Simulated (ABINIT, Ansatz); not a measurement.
## LiHS (Ama2): bands and cutoff in G0W0 with ABINIT

Aim: raise bands and screening cutoff together for LiHS (Ama2) and follow gap and time.

Program: ABINIT 10.8.3. Level of theory: PBEsol and many-body steps on it, plane waves. Results are calculated unless marked as measured.

This is a report of a sequence of runs, with most program output left out.

## 1. The structure

Symmetry: Ama2, No. 40, orthorhombic system. Conventional cell: a = 6.157 Å, b = 5.618 Å, c = 5.515 Å, α = 90.00°, β = 90.00°, γ = 90.00°. Nearest to Li lie 4 S at 2.49 to 2.51 Å. Nearest to H lie 1 S at 1.35 Å. Nearest to S lie 1 H at 1.35 Å and 4 Li at 2.49 to 2.51 Å. Farther neighbours and most contacts between anions are not listed.

The cell and positions come from the Crystallography Open Database and are kept as given unless a step says otherwise.

## 2. Empty states on the mesh, 2×2×2 mesh, 180 bands

This step: ABINIT 10.8.3; DFT, PBEsol, plane waves, norm-conserving pseudopotentials.

The sums over transitions need many empty states on a uniform mesh; this step solves for them.

The input, run.abi:

```
acell 3*1.0 Angstrom
rprim 
  6.156870000000 0.000000000000 0.000000000000
  0.000000000000 2.809205000000 2.757390000000
  0.000000000000 -2.809205000000 2.757390000000
ntypat 3
znucl 3 1 16
natom 6
typat 1 1 2 2 3 3
xred 
  0.500000000000 0.501660000000 0.501660000000
  0.000000000000 0.501660000000 0.501660000000
  0.250000000000 0.133090000000 0.983490000000
  0.750000000000 0.983490000000 0.133090000000
  0.750000000000 0.998760000000 0.475340000000
  0.250000000000 0.475340000000 0.998760000000
pp_dirpath "pseudos"
pseudos "Li.upf, H.upf, S.upf"
ecut 33
ngkpt 2 2 2
nshiftk 1
shiftk 0 0 0
kptopt 1
chksymbreak 0
iscf -2
irdden 1
istwfk *1
nband 180
nbdbuf 16
tolwfr 1e-09
nstep 60
prtvol 0
indata_prefix "in"
outdata_prefix "out"
tmpdata_prefix "tmp"
```

Run with:

```sh
$ OMP_NUM_THREADS=1 mpirun -n 4 abinit run.abi > log
```

Wall time 1.9 min (4 MPI ranks of Arm Neoverse N1, shared host); peak memory 0.41 GiB.

This step gave:

```
gap                                                           : 3.330 eV
k of the valence top                                          : 0, 0, 0
k of the conduction bottom                                    : 0, 0, 0
least direct gap                                              : 3.330 eV
k points computed                                             : 6
lowest point of the top converged band, above the valence top : 73.3633 eV
```

On this mesh the gap is 3.330 eV.

The density comes from a self-consistent run that is not shown.

## 3. Screening, 2×2×2 mesh, 29 bands, screening to 62.6 eV

The RPA dielectric matrix is built and inverted for each q.

This step: RPA screening on PBEsol, plane waves, norm-conserving pseudopotentials.

Edit run.abi of step 2 so:

```diff
@@ -24,10 +24,11 @@
 chksymbreak 0
-iscf -2
-irdden 1
 istwfk *1
-nband 180
-nbdbuf 16
-tolwfr 1e-09
-nstep 60
-prtvol 0
+occopt 1
+irdwfk 1
+optdriver 3
+nband 29
+ecuteps 2.3
+inclvkb 2
+awtr 1
+symchi 1
 indata_prefix "in"
```

It took 6.1 s on 4 MPI ranks; peak memory 0.51 GiB; 24 s of CPU time.

This step gave:

```yaml
eps_infinity_with_local_fields_on_this_mesh_along_the_program_s_q_direction: 3.705
the_same_without_local_fields: 4.597
plasma_frequency: 17.00 eV
plane_waves_in_the_screening_matrix: 107
```

Local fields lower ε∞ by 19 %. On a Γ-centred mesh this coarse the value itself is usually too large, while a short band sum pulls it down.

## 4. 29 bands, 62.6 eV

The self-energy is evaluated for the states that the input lists, and the levels follow from it, in one-shot runs by the linearised quasiparticle equation.

This step: G0W0 on PBEsol, plane waves, norm-conserving pseudopotentials.

Edit run.abi of step 3 so:

```diff
@@ -27,8 +27,15 @@
 irdwfk 1
-optdriver 3
+optdriver 4
 nband 29
+gwcalctyp 0
+ecutsigx 33
+symsigma 1
+nkptgw 1
+kptgw 
+  0.0000000000 0.0000000000 0.0000000000
+bdgw 
+  9 12
 ecuteps 2.3
-inclvkb 2
-awtr 1
-symchi 1
+irdscr 1
+ppmodel 1
 indata_prefix "in"
```

Elapsed: 3.6 s, on 4 MPI ranks; peak memory 0.48 GiB.

Numbers from this step:

```yaml
g0w0_gap_on_the_points_computed: 5.432 eV
starting_gap_on_the_mesh: 3.330 eV
k_of_the_valence_top: 0, 0, 0
k_of_the_conduction_bottom: 0, 0, 0
z_at_the_valence_top: 0.811
z_at_the_conduction_bottom: 0.838
least_direct_g0w0_gap_on_the_computed_points: 5.432 eV
```

The gap on the mesh goes from 3.33 eV to 5.43 eV, a correction of +2.10 eV.

## 5. Screening, 2×2×2 mesh, 73 bands, screening to 114.3 eV

This step: RPA screening on PBEsol, plane waves, norm-conserving pseudopotentials.

Edit run.abi of step 4 so:

```diff
@@ -27,15 +27,8 @@
 irdwfk 1
-optdriver 4
-nband 29
-gwcalctyp 0
-ecutsigx 33
-symsigma 1
-nkptgw 1
-kptgw 
-  0.0000000000 0.0000000000 0.0000000000
-bdgw 
-  9 12
-ecuteps 2.3
-irdscr 1
-ppmodel 1
+optdriver 3
+nband 73
+ecuteps 4.2
+inclvkb 2
+awtr 1
+symchi 1
 indata_prefix "in"
```

Run time: 16 s. Hardware: 4 MPI ranks; peak memory 0.95 GiB; 63 s of CPU time.

Numbers from this step:

* ε∞ with local fields, on this mesh, along the program's q direction: 3.727
* the same without local fields: 4.617
* plasma frequency: 17.00 eV
* plane waves in the screening matrix: 283

## 6. 73 bands, 114.3 eV

This step: G0W0 on PBEsol, plane waves, norm-conserving pseudopotentials.

Edit run.abi of step 5 so:

```diff
@@ -27,8 +27,15 @@
 irdwfk 1
-optdriver 3
+optdriver 4
 nband 73
+gwcalctyp 0
+ecutsigx 33
+symsigma 1
+nkptgw 1
+kptgw 
+  0.0000000000 0.0000000000 0.0000000000
+bdgw 
+  9 12
 ecuteps 4.2
-inclvkb 2
-awtr 1
-symchi 1
+irdscr 1
+ppmodel 1
 indata_prefix "in"
```

Wall time 6.7 s (4 MPI ranks); peak memory 0.76 GiB.

This step gave:

* G0W0 gap on the points computed: 5.473 eV
* starting gap on the mesh: 3.330 eV
* k of the valence top: 0, 0, 0
* k of the conduction bottom: 0, 0, 0
* Z at the valence top: 0.797
* Z at the conduction bottom: 0.827
* least direct G0W0 gap on the computed points: 5.473 eV

Against G0W0 in ABINIT (2×2×2 mesh, 29 bands, screening to 62.6 eV, Godby-Needs plasmon pole), the gap moves by +0.041 eV.

## 7. Screening, 2×2×2 mesh, 164 bands, screening to 176.9 eV

This step: RPA screening on PBEsol, plane waves, norm-conserving pseudopotentials.

Edit run.abi of step 6 so:

```diff
@@ -27,15 +27,8 @@
 irdwfk 1
-optdriver 4
-nband 73
-gwcalctyp 0
-ecutsigx 33
-symsigma 1
-nkptgw 1
-kptgw 
-  0.0000000000 0.0000000000 0.0000000000
-bdgw 
-  9 12
-ecuteps 4.2
-irdscr 1
-ppmodel 1
+optdriver 3
+nband 164
+ecuteps 6.5
+inclvkb 2
+awtr 1
+symchi 1
 indata_prefix "in"
```

Elapsed: 46 s, on 4 MPI ranks; peak memory 1.3 GiB.

Numbers from this step:

| Item | Value |
| --- | --- |
| ε∞ with local fields, on this mesh, along the program's q direction | 3.731 |
| the same without local fields | 4.621 |
| plasma frequency | 17.00 eV |
| plane waves in the screening matrix | 503 |

## 8. 164 bands, 176.9 eV

This step: G0W0 on PBEsol, plane waves, norm-conserving pseudopotentials.

Edit run.abi of step 7 so:

```diff
@@ -27,8 +27,15 @@
 irdwfk 1
-optdriver 3
+optdriver 4
 nband 164
+gwcalctyp 0
+ecutsigx 33
+symsigma 1
+nkptgw 1
+kptgw 
+  0.0000000000 0.0000000000 0.0000000000
+bdgw 
+  9 12
 ecuteps 6.5
-inclvkb 2
-awtr 1
-symchi 1
+irdscr 1
+ppmodel 1
 indata_prefix "in"
```

It took 24 s on 4 MPI ranks; peak memory 1.3 GiB.

Numbers from this step:

| Quantity | Value |
| --- | --- |
| G0W0 gap on the points computed | 5.55 eV |
| starting gap on the mesh | 3.330 eV |
| k of the valence top | 0, 0, 0 |
| k of the conduction bottom | 0, 0, 0 |
| least direct G0W0 gap on the computed points | 5.55 eV |

Against G0W0 in ABINIT (2×2×2 mesh, 73 bands, screening to 114.3 eV, Godby-Needs plasmon pole), the gap moves by +0.077 eV.

## 9. The runs together

Times are wall times on 4 MPI ranks of Arm Neoverse N1, shared host, good to a factor of about two. A run's time includes the screening step that it read.

| run | mesh | bands | screening cutoff (eV) | DFT gap (eV) | gap on the mesh (eV) | direct (eV) | ε∞ used | time |
| --- | --- | --- | --- | --- | --- | --- | --- | --- |
| 29 bands, 62.6 eV | 2×2×2 | 29 | 62.6 | 3.330 | 5.432 | 5.432 | 3.71 | 9.7 s |
| 73 bands, 114.3 eV | 2×2×2 | 73 | 114.3 | 3.330 | 5.473 | 5.473 | 3.73 | 23 s |
| 164 bands, 176.9 eV | 2×2×2 | 164 | 176.9 | 3.330 | 5.550 | 5.550 | 3.73 | 70 s |

## 10. Summary of results

```json
{
 "29 bands, 62.6 eV": "5.432 eV",
 "73 bands, 114.3 eV": "5.473 eV",
 "164 bands, 176.9 eV": "5.550 eV",
 "known limits": "not at the basis limit; coarse k mesh"
}
```

What this shows: From the first rung to the last the gap moves by +0.12 eV for 7.2 times the time. The steps are not yet shrinking, so no limit is drawn. In the G0W0 runs levels were corrected at 1 k point alone, so a gap called «on the mesh» is the least over those, and an edge elsewhere would be missed. The 2×2×2 mesh is coarse for this cell, which bears on the long-range parts of exchange and screening.

[Paths, hosts, dates, memory and timing lines, banners, echoed tables and standing remarks are left out of the program output.]

[Logs are printed without paths, hosts, clocks, repeated set-up lines and the standing remarks that a program may print on its own settings, such as how far it seeks lower states.]

[Runs of the session that timed out or met a known fault of the program may be left out.]

[Hosts, paths, dates, database ids (printed as entryN), source tags and the programs' standing remarks are cut or masked in the printed files.]

[G0W0 gaps are taken among the corrected bands and points alone; a level outside them can change the order at an edge.]

[Where Ansatz stands beside ABINIT at settings called matched, ABINIT's density can come from a denser mesh and the files from another edition; pairs whose starting gaps differed by over 0.03 eV were left out, so agreement reads better than it is.]
